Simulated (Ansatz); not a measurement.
# 4-layer 1T-VO2 (AA) in a perpendicular field, part 3 of 4

Aim: how the 4-layer 1T-VO2 (AA) screens a field along its normal, and what the field does to its bands. A positive field points along +c.

Ansatz 0.2.0; plane-wave DFT, PBE-D3(BJ), Ansatz PAW.

So far. Step 5 (Single point, field -0.03 V/Å): The dipole is -0.0198 e·Å. Step 6 (Atoms held, field 0.15 V/Å): The dipole is 0.0991 e·Å.

**7. Single point, field 0.25 V/Å**

The input, input.yaml:

```yaml
crystal:
  lattice:
    - [2.8672832754, 0.0, 0.0]
    - [-1.4336416377, 2.4831401564, 0.0]
    - [0.0, 0.0, 33.6979884606]
  atoms:
    - { symbol: O, position: [0.6666666667, 0.3333333333, 0.2670782563], spin: -0.01 }
    - { symbol: V, position: [0.0, 0.0, 0.2968636944], spin: 0.78 }
    - { symbol: O, position: [0.3333333333, 0.6666666667, 0.3265264027], spin: -0.01 }
    - { symbol: O, position: [0.6666666667, 0.3333333333, 0.4027331036], spin: -0.01 }
    - { symbol: V, position: [0.0, 0.0, 0.4324062294], spin: 0.78 }
    - { symbol: O, position: [0.3333333333, 0.6666666667, 0.4620700512], spin: -0.01 }
    - { symbol: O, position: [0.6666666667, 0.3333333333, 0.5379299488], spin: -0.01 }
    - { symbol: V, position: [0.0, 0.0, 0.5675937706], spin: 0.78 }
    - { symbol: O, position: [0.3333333333, 0.6666666667, 0.5972668964], spin: -0.01 }
    - { symbol: O, position: [0.6666666667, 0.3333333333, 0.6734735973], spin: -0.01 }
    - { symbol: V, position: [0.0, 0.0, 0.7031363056], spin: 0.78 }
    - { symbol: O, position: [0.3333333333, 0.6666666667, 0.7329217437], spin: -0.01 }
magnetization:
  spin_polarized: true
kpoints:
  mp_grid: { grid: [18, 18, 1] }
  band_path:
    path: [[0, 0, 0], [0.5, 0, 0], [0.33333333, 0.33333333, 0], [0, 0, 0]]
    npoints: 16
hamiltonian:
  xc: pbe
  dispersion: d3bj
scf:
  occupations: { method: fermi_dirac, width: 0.02585 }
  convergence: { dr2_threshold: 1.0e-10 }
efield:
  axis: 3
  dipole_correction: true
  ramp_position: 0.9513
  ramp_width: 0.0973
  amplitude: 0.25
output:
  write_potential: true
  write_density: true
  volumetric_format: npy
```

Command:

```console
$ ansatz run input.yaml --threads 4 --pin off --max-ram 12288MiB --backend cpu --events-out ev --progress --plain --runs-dir out
```

Numbers of over 12 decimals in the logs are rounded to 6 here.

The log of the run:

```text
[...]
Crystal: 12 atoms, lattice volume = 239.925 Å³
Basis set: ecut = 420 eV, 4685 PW (Γ)
Bands: 64, of which v1, the nominal top of the filled ones, is band 50 counted from 1 (49 counted from 0)
Symmetry: 6 space group operations
k-points: 37 of 324 (time reversal used)
[...]
Starting moments: Σ|m| = 3.2 μB on 12 of 12 sites
[...]
k-point 1 ↑: bands = [... 46 lower, -0.3067, -0.1144, 1.4402, 1.4458, 1.4549, 1.4644, 1.4735, 1.4770, ... 10 higher]
  k-point 2 ↑: bands = [... 46 lower, -0.2984, -0.0317, 1.5903, 1.6016, 1.6197, 1.6396, 1.7388, 1.7420, ... 10 higher]
  k-point 36 ↓: bands = [... 46 lower, -1.3829, -1.2980, 3.0091, 3.0332, 3.0633, 3.0878, 3.6157, 3.6160, ... 10 higher]
[key lines of the parts left out:]
SCF converged after 15 iterations
Magnetization: 4.0000 μB (52.0000 up, 48.0000 down)
Free energy (F): -16197.908077 eV
Fermi energy:    2.038424 eV
Dipole field:    D = 0.124564 V/Å  (p = 0.165161 e·Å, saw-weighted, corrected)
```

Elapsed: 80 s, on 4 threads of Arm Neoverse V2, shared host; peak memory 1.4 GiB.

The dipole is 0.165 e·Å.

**8. Atoms held, field -0.25 V/Å**

input.yaml: that of step 7 with these lines changed.

```diff
@@ -36,4 +36,6 @@
   ramp_width: 0.0973
-  amplitude: 0.25
+  amplitude: -0.25
 output:
+  dos: { projected: true, e_range: [-6, 5] }
+  bader: true
   write_potential: true
@@ -41 +43,2 @@
   volumetric_format: npy
+  elf: true
```

The log of the run:

```text
[...]
Crystal: 12 atoms, lattice volume = 239.925 Å³
Basis set: ecut = 420 eV, 4685 PW (Γ)
Bands: 64, of which v1, the nominal top of the filled ones, is band 50 counted from 1 (49 counted from 0)
Symmetry: 6 space group operations
k-points: 37 of 324 (time reversal used)
[...]
Starting moments: Σ|m| = 3.2 μB on 12 of 12 sites
[...]
4      V      2.0536     0.0028     0.9467
     5      O     -1.0269     0.0014     0.0268
     6      O     -1.0269     0.0014     0.0268
     7      V      2.0536     0.0028     0.9467
     8      O     -1.0270     0.0014     0.0268
     9      O     -1.0273     0.0014     0.0278
    10      V      2.0525     0.0028     0.9534
    11      O     -1.0348     0.0014     0.0284
  estimated error of the sums over rays = 6.2e-4 e
[key lines of the parts left out:]
SCF converged after 14 iterations
Magnetization: 4.0000 μB (52.0000 up, 48.0000 down)
Free energy (F): -16197.908077 eV
Fermi energy:    2.038001 eV
Dipole field:    D = -0.124572 V/Å  (p = -0.165171 e·Å, saw-weighted, corrected)
```

Elapsed: 1.7 min, on 4 threads; peak memory 1.4 GiB.

The dipole is -0.165 e·Å.

**9. Response, atoms held**

This step: plane-wave DFT, PBE-D3(BJ), Ansatz PAW; response to a field along the normal, atoms held (Ansatz 0.2.0).

The dipoles give the slope, and the difference of two potentials shows where the field is screened.

This step gave:

* equivalent conductor thickness p/(ε₀AE): 16.79 Å
* distance between the outer atoms: 15.70 Å

Dipole of the cell against applied field:

```csv
applied field (V/Å),dipole of the cell (e·Å)
-0.250,-0.165
-0.030,-0.0198
0.000,0
0.030,0.0198
0.150,0.0991
0.250,0.165
```

The total moment stays at 4 μB for applied field from -0.25 to 0.25 V/Å.

Local field over the applied field, running mean. From the potentials at -0.03 and 0.03 V/Å; running mean over 2.5 Å. Local field over applied field against z:

z (Å), local field over applied field and a bar from the least value:
```
      4.5      1.000 ##############################
      5.0      1.000 ##############################
      5.5      0.998 ##############################
      6.0      0.994 ##############################
      6.5      0.978 #############################
      7.0      0.930 ############################
      7.5      0.820 #########################
      8.0      0.663 ####################
      8.5      0.481 ###############
      9.0      0.304 #########
      9.5      0.156 #####
     10.0      0.066 ##
     10.5      0.023 #
     11.0      0.008 
     11.5      0.000 
     12.0     -0.004 
     12.5     -0.004 
     13.0     -0.003 
     13.5     -0.001 
     14.0     -0.001 
     14.5      0.000 
     15.0      0.000 
     15.5      0.000 
     16.0      0.000 
     16.5      0.000 
     17.0      0.000 
     17.5      0.000 
     18.0      0.000 
     18.5      0.000 
     19.0      0.000 
     19.5     -0.001 
     20.0     -0.001 
     20.5     -0.002 
     21.0     -0.003 
     21.5     -0.004 
     22.0     -0.002 
     22.5      0.004 
     23.0      0.015 #
     23.5      0.045 #
     24.0      0.113 ###
     24.5      0.240 #######
     25.0      0.409 ############
     25.5      0.592 ##################
     26.0      0.761 #######################
     26.5      0.894 ###########################
     27.0      0.965 #############################
     27.5      0.990 ##############################
     28.0      0.997 ##############################
     28.5      0.999 ##############################
     29.0      1.000 ##############################
```

Electrons, planar mean, per unit field. The induced electron density by z:

```csv
z (Å),induced electron density (e/Å³ per V/Å)
4.5,3.1e-7
5.0,1.3e-6
5.5,5.2e-6
6.0,2.1e-5
6.5,8.2e-5
7.0,3.0e-4
7.5,9.9e-4
8.0,0.00271
8.5,0.00387
9.0,0.00153
9.5,8.6e-4
10.0,2.6e-4
10.5,2.4e-4
11.0,1.6e-4
11.5,-1.5e-5
12.0,-2.5e-5
12.5,-1.5e-5
13.0,-1.6e-5
13.5,-9.6e-6
14.0,-1.9e-6
14.5,0
15.0,-1.4e-5
15.5,0
16.0,0
16.5,-1.7e-7
17.0,3.5e-7
17.5,1.7e-6
18.0,0
18.5,1.7e-6
19.0,0
19.5,0
20.0,7.4e-6
20.5,1.5e-5
21.0,1.5e-5
21.5,1.9e-5
22.0,3.1e-5
22.5,-8.6e-5
23.0,-2.8e-4
23.5,-1.5e-4
24.0,-1.0e-4
24.5,-0.00190
25.0,-0.00291
25.5,-0.00355
26.0,-0.00152
26.5,-4.9e-4
27.0,-1.4e-4
27.5,-3.6e-5
28.0,-9.2e-6
28.5,-2.2e-6
29.0,-5.3e-7
```

By hand: between -0.03 and 0.03 V/Å the dipole changes by 0.03963 e·Å, a slope of 0.6605 e·Å²/V. A perfect conductor of thickness t has p = ε₀AEt, so t = 180.95 × 0.6605 / 7.120 = 16.79 Å (e/ε₀ = 180.95 V·Å, A in Å²).

The induced dipole is that of a conductor 16.79 Å thick.

**10. Field on, atoms free, field 0.1 V/Å**

This step: plane-wave DFT, PBE-D3(BJ), Ansatz PAW (Ansatz 0.2.0).

Now the atoms may follow the field. A weak field makes forces of meV/Å to tens of meV/Å, so the force tolerance is set well below the usual one.

input.yaml: that of step 8 with these lines changed.

```diff
@@ -21,6 +21,3 @@
 kpoints:
-  mp_grid: { grid: [18, 18, 1] }
-  band_path:
-    path: [[0, 0, 0], [0.5, 0, 0], [0.33333333, 0.33333333, 0], [0, 0, 0]]
-    npoints: 16
+  mp_grid: { grid: [12, 12, 1] }
 hamiltonian:
@@ -36,6 +33,7 @@
   ramp_width: 0.0973
-  amplitude: -0.25
+  amplitude: 0.1
+relax:
+  f_tol: 0.001
+  max_steps: 60
 output:
-  dos: { projected: true, e_range: [-6, 5] }
-  bader: true
   write_potential: true
@@ -43,2 +41 @@
   volumetric_format: npy
-  elf: true
```

The log of the run:

```text
[...]
Crystal: 12 atoms, lattice volume = 239.925 Å³
Basis set: ecut = 420 eV, 4685 PW (Γ), exchange–correlation on 40×40×480 points (8 copies of the dense FFT grid, shifted against one another)
Bands: 64, of which v1, the nominal top of the filled ones, is band 50 counted from 1 (49 counted from 0)
Symmetry: 6 space group operations
k-points: 19 of 144 (time reversal used)
[...]
Starting moments: Σ|m| = 3.2 μB on 12 of 12 sites
[...]
SCF iter   1: F=—  HF=-16172.978356 eV  |F-HF|=—  |Δ(HF+E_count)|=         —  Δρ=5.49e-2 (↑5.49e-2 ↓5.30e-2)  dr2=2.72e1  dr2_m=1.26e-1  M=3.551 μB ∫|m|=3.556 μB  β_m=1.00  ethr=3.10e-3  p=0.069 e·Å  D=5.23e-2 V/Å  ΔV_dip=-1.76 eV  dr2_dipole=9.43e-4  V_vac-E_F(+/−)=6.23/5.02 eV  ⟨swp⟩=7.1  Hψ=10532  notcnv=0
[...]
SCF iter  18: F=-16197.892254 eV  HF=-16197.892254 eV  |F-HF|=2.73e-10  |Δ(HF+E_count)|=  5.09e-11  Δρ=9.44e-8 (↑9.44e-8 ↓7.34e-8)  dr2=4.83e-11  dr2_m=4.96e-13  M=4.000 μB ∫|m|=4.349 μB  ethr=1.00e-12  p=0.066 e·Å  D=4.98e-2 V/Å  ΔV_dip=-1.68 eV  dr2_dipole=1.16e-11  V_vac-E_F(+/−)=7.16/5.87 eV  ⟨swp⟩=6.0  Hψ=11975  notcnv=0
SCF 1 converged in 18 iterations: F = -16197.892254 eV  dr2 = 4.83e-11
[...]
relax step   1: F+E_penalty+E_count = -16197.89225390 eV  Δ(F+E_penalty+E_count) = +0.000e0 eV  max|allowed force component| = 2.782e-2 eV/Å  Δτ_max = 0.0000 Å  (18 SCF iters, accepted)
[...]
SCF iter   9: F=-16197.892284 eV  HF=-16197.892284 eV  |F-HF|=2.56e-10  |Δ(HF+E_count)|=   4.87e-9  Δρ=6.20e-8 (↑6.20e-8 ↓5.25e-8)  dr2=1.41e-11  dr2_m=3.64e-13  M=4.000 μB ∫|m|=4.349 μB  ethr=1.00e-12  p=0.066 e·Å  D=5.01e-2 V/Å  ΔV_dip=-1.69 eV  dr2_dipole=3.97e-13  V_vac-E_F(+/−)=7.16/5.87 eV  ⟨swp⟩=6.0  Hψ=12441  notcnv=0
SCF 2 converged in 9 iterations: F = -16197.892284 eV  dr2 = 1.41e-11
relax step   2: F+E_penalty+E_count = -16197.89228441 eV  Δ(F+E_penalty+E_count) = -3.051e-5 eV  max|allowed force component| = 1.417e-2 eV/Å  Δτ_max = 0.0012 Å  (9 SCF iters, accepted)
SCF iter   1: F=—  HF=-16197.892176 eV  |F-HF|=—  |Δ(HF+E_count)|=         —  Δρ=6.48e-5 (↑6.48e-5 ↓5.96e-5)  dr2=4.58e-5  dr2_m=1.28e-6  M=4.000 μB ∫|m|=4.349 μB  β_m=1.00  ethr=1.18e-6  p=0.066 e·Å  D=5.01e-2 V/Å  ΔV_dip=-1.69 eV  dr2_dipole=2.41e-5  V_vac-E_F(+/−)=7.16/5.87 eV  ⟨swp⟩=2.1  Hψ=4054  notcnv=0  defer=162
[...]
SCF iter   9: F=-16197.892293 eV  HF=-16197.892293 eV  |F-HF|=2.06e-10  |Δ(HF+E_count)|=   7.71e-9  Δρ=7.14e-8 (↑7.14e-8 ↓4.53e-8)  dr2=5.76e-11  dr2_m=1.43e-12  M=4.000 μB ∫|m|=4.349 μB  ethr=1.00e-12  p=0.067 e·Å  D=5.04e-2 V/Å  ΔV_dip=-1.70 eV  dr2_dipole=5.00e-14  V_vac-E_F(+/−)=7.15/5.88 eV  ⟨swp⟩=6.0  Hψ=12264  notcnv=0
SCF 3 converged in 9 iterations: F = -16197.892293 eV  dr2 = 5.76e-11
relax step   3: F+E_penalty+E_count = -16197.89229259 eV  Δ(F+E_penalty+E_count) = -8.174e-6 eV  max|allowed force component| = 8.282e-4 eV/Å  Δτ_max = 0.0014 Å  (9 SCF iters, accepted)
[...]
relax step   4: F+E_penalty+E_count = -16197.89229258 eV  Δ(F+E_penalty+E_count) = +6.547e-9 eV  max|allowed force component| = 1.117e-3 eV/Å  Δτ_max = 0.0015 Å  (10 SCF iters, rejected (line search))
SCF iter   1: F=—  HF=-16197.892164 eV  |F-HF|=—  |Δ(HF+E_count)|=         —  Δρ=3.56e-5 (↑3.56e-5 ↓3.44e-5)  dr2=6.84e-6  dr2_m=4.70e-7  M=4.000 μB ∫|m|=4.349 μB  β_m=1.00  ethr=6.79e-8  p=0.067 e·Å  D=5.04e-2 V/Å  ΔV_dip=-1.70 eV  dr2_dipole=1.72e-7  V_vac-E_F(+/−)=7.15/5.88 eV  ⟨swp⟩=2.0  Hψ=4438  notcnv=0  defer=162
[...]
SCF iter  10: F=-16197.892293 eV  HF=-16197.892293 eV  |F-HF|=1.46e-11  |Δ(HF+E_count)|=  1.13e-10  Δρ=2.07e-8 (↑2.07e-8 ↓9.81e-9)  dr2=3.67e-12  dr2_m=2.42e-13  M=4.000 μB ∫|m|=4.349 μB  ethr=1.00e-12  p=0.067 e·Å  D=5.04e-2 V/Å  ΔV_dip=-1.70 eV  dr2_dipole=6.92e-15  V_vac-E_F(+/−)=7.15/5.88 eV  ⟨swp⟩=6.3  Hψ=10515  notcnv=0
SCF 5 converged in 10 iterations: F = -16197.892293 eV  dr2 = 3.67e-12
relax step   5: F+E_penalty+E_count = -16197.89229312 eV  Δ(F+E_penalty+E_count) = -5.333e-7 eV  max|allowed force component| = 4.966e-5 eV/Å  Δτ_max = 0.0007 Å  (10 SCF iters, accepted)
[...]
the band table was solved once a step of the walk had ended and its energy, with any forces and stress, was formed, with the checks that follow a solve (12743 applications of the Hamiltonian). They found nothing against the state; the energy, forces and stress were not computed again (output.eigenvalues in the input reference)
[...]
SCF converged after 10 iterations
Stability not checked: this state was not tested for a lower state beside it, because the mixer in use, unlike msr1, does not test its closes by its own steps (another_mixer; see scf.mixing.algorithm and scf.lower_state_search)
Magnetization: 4.0000 μB (52.0000 up, 48.0000 down)
Absolute magnetization: 4.3529 μB (∫|ρ↑−ρ↓|, with the PAW one-centre terms)
[...]
Per-site moments (μB) at R_I (Å): [(-0.00971276, 0.798924), (0.780870, 0.797623), (-0.010413, 0.797623), (-0.010746, 0.797801), (0.779522, 0.797720), (-0.010766, 0.797720), (-0.010775, 0.797726), (0.779394, 0.797726), (-0.010757, 0.797784), (-0.010864, 0.797822), (0.776112, 0.797822), (-0.0099448, 0.798277)]
Free energy (F): -16197.892293 eV
[...]
Internal energy: -16197.876380 eV  (E = F + TS)
E sigma→0 (E₀):  -16197.884336 eV
Entropy (-TS):   -0.015913 eV (-1.326 meV/atom)
Fermi energy:    2.038876 eV
Dipole field:    D = 0.050385 V/Å  (p = 0.066806 e·Å, saw-weighted, corrected)
Work function:   not extracted (applied field tilts the vacuum); planar V_es + V_field profile in the machine report
[...]
--- Forces (eV/Å), atoms counted from 1 ---
  atom   1  O      0.00000000     0.00000000     0.00001793
  atom   2  V      0.00000000    -0.00000000     0.00002227
  atom   3  O      0.00000000    -0.00000000    -0.00001569
  atom   4  O      0.00000000     0.00000000    -0.00001702
  atom   5  V      0.00000000    -0.00000000     0.00004891
  atom   6  O      0.00000000    -0.00000000    -0.00001744
  atom   7  O      0.00000000     0.00000000    -0.00003102
  atom   8  V      0.00000000     0.00000000    -0.00000603
  atom   9  O     -0.00000000    -0.00000000    -0.00004958
  atom  10  O      0.00000000     0.00000000    -0.00000427
  atom  11  V      0.00000000    -0.00000000     0.00004089
  atom  12  O      0.00000000    -0.00000000     0.00001202
  max |Σ_I F_I| component: 9.66e-7 eV/Å
--- Band table (eV; the first three rows and the last of 38) ---
  k-point 0 ↑: bands = [... 46 lower, -0.1888, -0.1566, 1.3549, 1.3549, 1.3569, 1.3569, 1.3615, 1.3615, ... 10 higher]
  k-point 1 ↑: bands = [... 46 lower, -0.3666, -0.0746, 1.5159, 1.5236, 1.5367, 1.5518, 1.5975, 1.5999, ... 10 higher]
  k-point 2 ↑: bands = [... 46 lower, -0.1641, 0.0229, 1.7067, 1.7229, 1.7498, 1.7802, 2.0198, 2.0222, ... 10 higher]
  k-point 18 ↓: bands = [... 46 lower, -1.3824, -1.2969, 3.0083, 3.0319, 3.0613, 3.0863, 3.6141, 3.6156, ... 10 higher]
--- Relaxed structure (5 steps of the walk, 4 accepted, 0 SCFs on fresh bases) ---
  F+E_penalty+E_count = -16197.89229312 eV   max|allowed force component| = 4.966e-5 eV/Å
  atoms:
    - { symbol: O, position: [0.666667, 0.333333, 0.267011] }
    - { symbol: V, position: [0, 0, 0.296844] }
    - { symbol: O, position: [0.333333, 0.666667, 0.326497] }
    - { symbol: O, position: [0.666667, 0.333333, 0.402720] }
    - { symbol: V, position: [0, 0, 0.432398] }
    - { symbol: O, position: [0.333333, 0.666667, 0.462064] }
    - { symbol: O, position: [0.666667, 0.333333, 0.537944] }
    - { symbol: V, position: [0, 0, 0.567611] }
    - { symbol: O, position: [0.333333, 0.666667, 0.597286] }
    - { symbol: O, position: [0.666667, 0.333333, 0.673506] }
    - { symbol: V, position: [0, 0, 0.703187] }
    - { symbol: O, position: [0.333333, 0.666667, 0.732931] }
```

It took 90 s on 4 threads; peak memory 0.91 GiB; 5.8 min of CPU time.

Hardly anything moved in the relaxation; the energy changed by under 0.2 meV an atom.

Numbers from this step:

* energy at zero smearing: -16197.8843 eV
* dipole along the normal: 0.06681 e·Å

The relaxation took 5 steps and lowered the energy by 3.9e-5 eV; the largest force on the free atoms ends at 5.0e-5 eV/Å.

The dipole is 0.0668 e·Å.

**11. Relaxing in the field, field -0.1 V/Å**

The opposite sign, again from the field-free geometry; the difference of the two cancels what relaxes without a field.

input.yaml: that of step 10 with these lines changed.

```diff
@@ -33,3 +33,3 @@
   ramp_width: 0.0973
-  amplitude: 0.1
+  amplitude: -0.1
 relax:
```

The log of the run:

```text
[...]
Crystal: 12 atoms, lattice volume = 239.925 Å³
Basis set: ecut = 420 eV, 4685 PW (Γ), exchange–correlation on 40×40×480 points (8 copies of the dense FFT grid, shifted against one another)
Bands: 64, of which v1, the nominal top of the filled ones, is band 50 counted from 1 (49 counted from 0)
Symmetry: 6 space group operations
[...]
- { symbol: V, position: [0, 0, 0.432389] }
    - { symbol: O, position: [0.333333, 0.666667, 0.462056] }
    - { symbol: O, position: [0.666667, 0.333333, 0.537936] }
    - { symbol: V, position: [0, 0, 0.567602] }
    - { symbol: O, position: [0.333333, 0.666667, 0.597280] }
    - { symbol: O, position: [0.666667, 0.333333, 0.673503] }
    - { symbol: V, position: [0, 0, 0.703156] }
    - { symbol: O, position: [0.333333, 0.666667, 0.732989] }
[key lines of the parts left out:]
SCF converged after 10 iterations
Magnetization: 4.0000 μB (52.0000 up, 48.0000 down)
Free energy (F): -16197.892293 eV
Fermi energy:    2.038709 eV
Dipole field:    D = -0.050385 V/Å  (p = -0.066806 e·Å, saw-weighted, corrected)
```

Wall time 94 s (4 threads); peak memory 0.89 GiB.

Hardly anything moved in the relaxation; the energy changed by under 0.2 meV an atom.

Numbers from this step:

```
dipole along the normal : -0.06681 e·Å
```

The relaxation took 5 steps and lowered the energy by 3.9e-5 eV; the largest force on the free atoms ends at 5.0e-5 eV/Å.

The dipole is -0.0668 e·Å.

**12. Response, atoms relaxed**

This step: plane-wave DFT, PBE-D3(BJ), Ansatz PAW; response to a field along the normal, atoms relaxed (Ansatz 0.2.0).

The same analysis on the two relaxed runs holds the ionic part too; their mesh is coarser, so small differences from the held value can come from that.

This step gave:

```
equivalent conductor thickness p/(ε₀AE) : 16.98 Å
```

Dipole of the cell against applied field:

```csv
applied field (V/Å),dipole of the cell (e·Å)
-0.1000,-0.0668
0.1000,0.0668
```

The total moment stays at 4 μB for applied field from -0.1 to 0.1 V/Å.

Local field over the applied field, running mean. From the potentials at -0.1 and 0.1 V/Å; running mean over 2.5 Å. The local field over applied field by z:

```csv
z (Å),local field over applied field
4.5,1.000
5.0,1.000
5.5,0.998
6.0,0.993
6.5,0.975
7.0,0.900
7.5,0.772
8.0,0.726
8.5,0.489
9.0,0.254
9.5,0.101
10.0,0.0490
10.5,-0.0928
11.0,-0.0463
11.5,0.0142
12.0,0.0520
12.5,0.0311
13.0,0.0165
13.5,0.00609
14.0,-0.00484
14.5,-0.0183
15.0,-0.0150
15.5,-0.00257
16.0,0.00390
16.5,0.0169
17.0,0.0175
17.5,0.00829
18.0,-9.1e-4
18.5,-0.00852
19.0,-0.0192
19.5,-0.0124
20.0,0.00407
20.5,0.0125
21.0,0.0263
21.5,0.0428
22.0,0.0346
22.5,-0.0126
23.0,-0.105
23.5,-0.00766
24.0,0.0975
24.5,0.177
25.0,0.382
25.5,0.661
26.0,0.752
26.5,0.833
27.0,0.958
27.5,0.989
28.0,0.997
28.5,0.999
29.0,1.000
```

Electrons, planar mean, per unit field. The induced electron density by z:

```csv
z (Å),induced electron density (e/Å³ per V/Å)
5.0,1.2e-6
5.5,5.7e-6
6.0,2.2e-5
6.5,8.6e-5
7.0,3.3e-4
7.5,0.00123
8.0,0.00453
8.5,0.0163
9.0,-5.9e-4
9.5,-0.0247
10.0,-0.00212
10.5,0.0124
11.0,0.00182
11.5,0.00104
12.0,1.2e-4
12.5,-1.3e-4
13.0,-0.00120
13.5,-8.4e-4
14.0,-0.00154
14.5,-0.00134
15.0,0.00282
15.5,2.1e-6
16.0,0.00225
16.5,3.9e-4
17.0,-1.3e-4
17.5,-0.00132
18.0,-0.00144
18.5,-5.3e-4
19.0,-0.00210
19.5,0.00355
20.0,-7.7e-5
20.5,0.00186
21.0,3.5e-4
21.5,-1.8e-5
22.0,-5.1e-4
22.5,-0.00161
23.0,-0.00598
23.5,-0.0112
24.0,0.0223
24.5,0.0138
25.0,-0.0175
25.5,-0.00786
26.0,-0.00205
26.5,-5.6e-4
27.0,-1.5e-4
27.5,-3.7e-5
28.0,-9.6e-6
28.5,-2.6e-6
29.0,-4.7e-7
```

The induced dipole is that of a conductor 16.98 Å thick.

(Part 3 of 4 ends here.)

[Logs are printed without paths, hosts, clocks, repeated set-up lines and the standing remarks that a program may print on its own settings, such as how far it seeks lower states.]

[Hosts, paths, dates, database ids (printed as entryN), source tags and the programs' standing remarks are cut or masked in the printed files.]

[Maps of the electrostatic potential energy from Ansatz leave out the sawtooth potential of an applied field or a dipole correction, so their vacuum need not be flat; planar profiles and work functions include it.]
